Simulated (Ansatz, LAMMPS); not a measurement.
# Settings and their price: amorphous 67HfO2-33GeO2 (mol %) (72 atoms)

Density of this cell: 6.84 g/cm³. The cell holds 72 atoms: 16 Hf, 8 Ge and 48 O. Cell: a = 10.070 Å, b = 10.070 Å, c = 10.070 Å, α = 90.0°, β = 90.0°, γ = 90.0°. 72 atoms (16 Zr, 8 Ge, 48 O) placed at random at 4.59 g/cm³, melted at 5000 K for 10 ps at fixed volume with the Morse and Coulomb pair potential with partial charges (Pedone, Malavasi, Menziani, Cormack and Segre, J. Phys. Chem. B 110, 11780 (2006)). Quenched from 5000 K to 300 K at 20 K/ps and fixed volume, held 10 ps at zero pressure, then minimised at fixed cell. Then Zr was replaced by Hf and the cell scaled by 1.008 (the potential has no terms for the new elements, so the cell is a start for a DFT relaxation).

Geometry: as built.

Reference run: Kohn-Sham DFT, PBE, PAW (set soft_2), plane waves (Ansatz 0.2.0), cutoff 750 eV, Γ point, fixed occupations.

- r.m.s. force component: 0.8632 eV/Å
- gap (highest filled to lowest empty level): 3.122 eV
- SCF cycles: 11
- time: 29 s on 4 threads of Arm Neoverse V2, shared host

**Question.** The same geometry is run again with each of these changes. How far do the results move, and how long does each run take?
- support functions medium
- support functions low
- support functions medium, radius 3.6 Å
- support functions medium, radius 3.9 Å

Each row is set against the run with plane waves at 750 eV (Kohn-Sham DFT, PBE, PAW (set soft_2), plane waves; r.m.s. force component 0.863 eV/Å). Energies are set beside the reference only for runs with its functional, potentials and electron count. Times are for 4 threads of Arm Neoverse V2, shared host.

```csv
run,"Δ force, r.m.s. (meV/Å)",share of r.m.s. force (%),Δ energy (meV/atom),Δ gap (eV),cycles,time,host memory (GiB)
reference,-,-,-,-,11,29 s,3.3
support functions medium,2.13,0.247,-1.56,-2.0e-4,20,3.4 min,4.4
support functions low,2.03,0.235,-1.53,-5.0e-4,17,2.2 min,3.6
"support functions medium, radius 3.6 Å",2.14,0.248,-1.57,-2.0e-4,20,3.1 min,4.1
"support functions medium, radius 3.9 Å",2.14,0.248,-1.57,-4.0e-4,18,3.4 min,4.8
```

Among numerical settings the force difference runs from 2.0 meV/Å (support functions low) to 2.1 meV/Å (support functions medium, radius 3.9 Å). At 72 atoms the fastest of the runs at a preset level, support functions low, takes 4.5 times the time of plane waves, in 17 SCF cycles against 11. Differences between support functions and plane waves include what basis error the plane-wave run still has. 

[Logs are printed without paths, hosts, clocks, repeated set-up lines and the standing remarks that a program may print on its own settings, such as how far it seeks lower states.]

[Hosts, paths, dates, database ids (printed as entryN), source tags and the programs' standing remarks are cut or masked in the printed files.]
